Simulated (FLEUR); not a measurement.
# How the basis cutoff moves the magnetism of MnRh, part 4 of 4

Two starts of MnRh are run at each rung of the basis cutoff. Which rung is enough?

FLEUR MaX-R8.1; PBEsol; all-electron FLAPW, Dirac cores, scalar-relativistic bands.

So far, largest spin moment in the muffin-tin sphere (μB): step 2 (rung 1 (Kmax 2.16 1/bohr), start ferro +) 3.21; step 7 (rung 3 (Kmax 3.24 1/bohr), start antiferro q=(1/2,1/2,1/2) +-) 3.60; step 8 (rung 4 (Kmax 3.78 1/bohr), start ferro +) 3.52; step 9 (rung 4 (Kmax 3.78 1/bohr), start antiferro q=(1/2,1/2,1/2) +-) 3.59; step 10 (rung 5 (Kmax 4.32 1/bohr), start ferro +) 3.52.

### 11. Rung 5 (Kmax 4.32 1/bohr), start antiferro q=(1/2,1/2,1/2) +-

The k list default-1 (kpts.xml, not shown) is a Γ-centred 5×10×10 mesh.

Input file inp.xml:

```
<?xml version="1.0" encoding="UTF-8" standalone="no"?>
<fleurInput fleurInputVersion="0.39">
   <comment>
      MnRh
   </comment>
   <calculationSetup>
      <cutoffs Kmax="4.32" Gmax="13.0" GmaxXC="13.0" numbands="0"/>
      <scfLoop itmax="90" minDistance="0.00002" maxIterBroyd="15" imix="Anderson" alpha="0.05" precondParam="0.0" spinf="2.0" sdNocoIR="T"/>
      <coreElectrons ctail="T" frcor="F" kcrel="0" coretail_lmax="0"/>
      <xcFunctional name="PBEs" relativisticCorrections="F"/>
      <magnetism jspins="2"/>
      <soc l_soc="F" theta="0.0" phi="0.0" spav="F"/>
      <expertModes spex="0" secvar="F"/>
      <geometryOptimization l_f="F" forcealpha="1.0" forcemix="BFGS" epsdisp="0.00001" epsforce="0.00001"/>
      <ldaU l_linMix="F" mixParam="0.05" spinf="1.0"/>
   </calculationSetup>
   <cell>
      <bzIntegration valenceElectrons="60.0" mode="hist" fermiSmearingEnergy="0.00110248">
         <kPointListSelection listName="default-1"/>
         <xi:include xmlns:xi="http://www.w3.org/2001/XInclude" href="kpts.xml"> </xi:include>
      </bzIntegration>
      <xi:include xmlns:xi="http://www.w3.org/2001/XInclude" href="sym.xml"> </xi:include>
      <bulkLattice scale="1.0">
         <bravaisMatrix>
            <row-1>   11.5046526465648000     0.0000000000000000     0.0000000000000000</row-1>
            <row-2>    5.7523263232824000     5.7523263232824000     0.0000000000000000</row-2>
            <row-3>    5.7523263232824000     0.0000000000000000     5.7523263232824000</row-3>
         </bravaisMatrix>
      </bulkLattice>
   </cell>
   <atomSpecies>
      <species name="Manganese 3.500" element="Mn" atomicNumber="25">
         <mtSphere radius="2.43" gridPoints="803" logIncrement="0.015"/>
         <atomicCutoffs lmax="10" lnonsphr="8"/>
         <electronConfig flipSpins="F">
            <coreConfig>(1s1/2) (2s1/2) (2p1/2) (2p3/2)</coreConfig>
            <valenceConfig>(3s1/2) (3p1/2) (3p3/2) (4s1/2) (3d3/2) (3d5/2)</valenceConfig>
            <stateOccupation state="(3d3/2)" spinUp="1.25" spinDown="0.75"/>
            <stateOccupation state="(3d5/2)" spinUp="3.0" spinDown="0.0"/>
         </electronConfig>
         <energyParameters s="4" p="4" d="3" f="4"/>
         <lo type="SCLO" l="0" n="3" eDeriv="0"/>
         <lo type="SCLO" l="1" n="3" eDeriv="0"/>
      </species>
      <species name="Manganese -3.500" element="Mn" atomicNumber="25">
         <mtSphere radius="2.43" gridPoints="803" logIncrement="0.015"/>
         <atomicCutoffs lmax="10" lnonsphr="8"/>
         <electronConfig flipSpins="F">
            <coreConfig>(1s1/2) (2s1/2) (2p1/2) (2p3/2)</coreConfig>
            <valenceConfig>(3s1/2) (3p1/2) (3p3/2) (4s1/2) (3d3/2) (3d5/2)</valenceConfig>
            <stateOccupation state="(3d3/2)" spinUp="0.75" spinDown="1.25"/>
            <stateOccupation state="(3d5/2)" spinUp="0.0" spinDown="3.0"/>
         </electronConfig>
         <energyParameters s="4" p="4" d="3" f="4"/>
         <lo type="SCLO" l="0" n="3" eDeriv="0"/>
         <lo type="SCLO" l="1" n="3" eDeriv="0"/>
      </species>
      <species name="Rhodium (Rh)" element="Rh" atomicNumber="45">
         <mtSphere radius="2.43" gridPoints="803" logIncrement="0.016"/>
         <atomicCutoffs lmax="10" lnonsphr="8"/>
         <electronConfig flipSpins="F">
            <coreConfig>(1s1/2) (2s1/2) (2p1/2) (2p3/2) (3s1/2) (3p1/2) (3p3/2) (4s1/2) (3d3/2) (3d5/2)</coreConfig>
            <valenceConfig>(4p1/2) (4p3/2) (5s1/2) (4d3/2) (4d5/2)</valenceConfig>
            <stateOccupation state="(5s1/2)" spinUp="0.500000" spinDown="0.500000"/>
            <stateOccupation state="(4d3/2)" spinUp="1.600000" spinDown="1.600000"/>
            <stateOccupation state="(4d5/2)" spinUp="2.400000" spinDown="2.400000"/>
         </electronConfig>
         <energyParameters s="5" p="5" d="4" f="4"/>
         <lo type="SCLO" l="1" n="4" eDeriv="0"/>
      </species>
   </atomSpecies>
   <atomGroups>
      <atomGroup species="Manganese 3.500">
         <relPos label="                   1">.0000000000 .0000000000 .0000000000</relPos>
         <force calculate="T" relaxXYZ="TTT"/>
      </atomGroup>
      <atomGroup species="Manganese -3.500">
         <relPos label="                   2">1.000/2.000 .0000000000 .0000000000</relPos>
         <force calculate="T" relaxXYZ="TTT"/>
      </atomGroup>
      <atomGroup species="Rhodium (Rh)">
         <relPos label="                   3">-1.000/4.000 1.000/2.000 1.000/2.000</relPos>
         <relPos label="                   4">1.000/4.000 1.000/2.000 1.000/2.000</relPos>
         <force calculate="T" relaxXYZ="TTT"/>
      </atomGroup>
   </atomGroups>
   <output dos="F" band="F" slice="F">
      <bandDOS minEnergy="-.5*Htr" maxEnergy="0.5*Htr" sigma="0.015" storeEVData="T"/>
      <plotting iplot="0" polar="F">
         <plot TwoD="T" vec1="  1.0  0.0  0.0" vec2="  0.0  1.0  0.0" vec3="  0.0  0.0  1.0" zero="  0.0  0.0  0.0" file="plot"/>
      </plotting>
      <moessbauerParams electricFieldGradient="F" isomerShift="F" coreHyperfine="F" valenceHyperfine="F"/>
   </output>
</fleurInput>
```

Input file crystal.txt:

```
MnRh
&input film=F cartesian=F /
6.08800000000  0.00000000000  0.00000000000
3.04400000000  3.04400000000  0.00000000000
3.04400000000  0.00000000000  3.04400000000
1.8897261246
1.0 1.0 1.0

4
25 0.00000000000  0.00000000000  0.00000000000 : 3.500
25 0.50000000000  0.00000000000  0.00000000000 : -3.500
45 0.75000000000  0.50000000000  0.50000000000
45 0.25000000000  0.50000000000  0.50000000000

&kpt div1=5 div2=10 div3=10 gamma=T /
```

Run with:

```
OMP_NUM_THREADS=1 inpgen -f crystal.txt > inpgen.log  # inp.xml is then edited as shown
OMP_NUM_THREADS=1 mpirun -n 4 fleur_MPI > fleur.log
```

Log:

```text
[banner, memory and clock lines left out]
Welcome to FLEUR        (www.flapw.de)
      MaX-Release 8.1          (www.max-centre.eu)

 ========== k-point set info ==========
 Selected k-point list: default-1
 k-point list type: mesh
 0 x 0 x 0
 Number of k points: 64

 [... set-up left out ...]
 Iteration:     1   Distance:      28.05589453 me/bohr^3
 Iteration:     2   Distance:      14.59347529 me/bohr^3
 Iteration:     3   Distance:       9.21557404 me/bohr^3
 Iteration:     4   Distance:       4.89234280 me/bohr^3
 Iteration:     5   Distance:       4.96737455 me/bohr^3
[...]
<sumOfEigenvalues value="    -7041.4211894014">
               <coreElectrons value="-7010.2075591018"/>
               <valenceElectrons value="-31.2136302997"/>
            </sumOfEigenvalues>
         [... left out ...]
            <freeEnergy value="-11880.9323078683"/>
            <extrapolationTo0K value="-11880.9319979183"/>
         </totalEnergy>
         <densityConvergence units="me/bohr^3">
            <chargeDensity spin="1" distance="0.0000022431"/>
            <chargeDensity spin="2" distance="0.0000022376"/>
            <overallChargeDensity distance="0.0000014337"/>
            <spinDensity distance="0.0000042451"/>
         </densityConvergence>
      </iteration>
```

Elapsed: 90 s, on 4 MPI ranks of Intel Xeon 6975P-C (Granite Rapids), shared host; peak memory 0.38 GiB.

This step gave:

- free energy: -323296.6380 eV
- program's band gap on this mesh (in a metal only a level spacing): 0.01489 eV
- magnetization: 0 μB
- final state: antiferromagnetic
- largest moment: 3.589 μB

This start lies +79.4 meV a seeded atom from the first, a change of +0.2 meV since rung 4; its largest moment is 3.59 μB.

### 12. The rungs together

Ladder, by row:

```
rung  Kmax (1/bohr)  state from the first start  state from the second start  second less first (meV a seeded atom)  moment, first (μB)  moment, second (μB)  CPU time (s), all starts
   1           2.16               ferromagnetic            antiferromagnetic                                  71.53               3.206                3.107                     147.6
   2            2.7               ferromagnetic            antiferromagnetic                                  69.79               3.586                3.674                     156.9
   3           3.24               ferromagnetic            antiferromagnetic                                  78.94               3.524                3.599                     211.4
   4           3.78               ferromagnetic            antiferromagnetic                                  79.21                3.52                3.593                     284.1
   5           4.32               ferromagnetic            antiferromagnetic                                  79.38               3.518                3.589                     434.7
```

### 13. Results

```json
{
  "range of the moment in the table, first start": "3.21 to 3.59 μB",
  "range of CPU time": "2.5 min to 7.2 min",
  "range of the energy difference": "69.8 to 79.4 meV a seeded atom",
  "first rung from which all stay within 4.0 meV of the last, moments within 0.06 μB": "3"
}
```

What this shows: From rung 3 on the result stays within 0.44 meV of the last rung, inside the margin of 4.0 meV (5 % of the last value, 2 meV at least; moments within 0.06 μB), at 49 % of the last rung's cost. The first start ends lower on every rung, so the sign of the difference is steady; whether functional and cell give the true order is another matter. Differences are of free energies, so a wide smearing enters them.

[Logs and program files are shortened in this print: banners, set-up blocks, solver, clock and traceback lines can be left out without a mark of their own.]

[Logs are printed without paths, hosts, clocks, repeated set-up lines and the standing remarks that a program may print on its own settings, such as how far it seeks lower states.]

[Hosts, paths, dates, database ids (printed as entryN), source tags and the programs' standing remarks are cut or masked in the printed files.]

[Where a cell is said to come from a database of computed structures, the database is the Materials Project.]
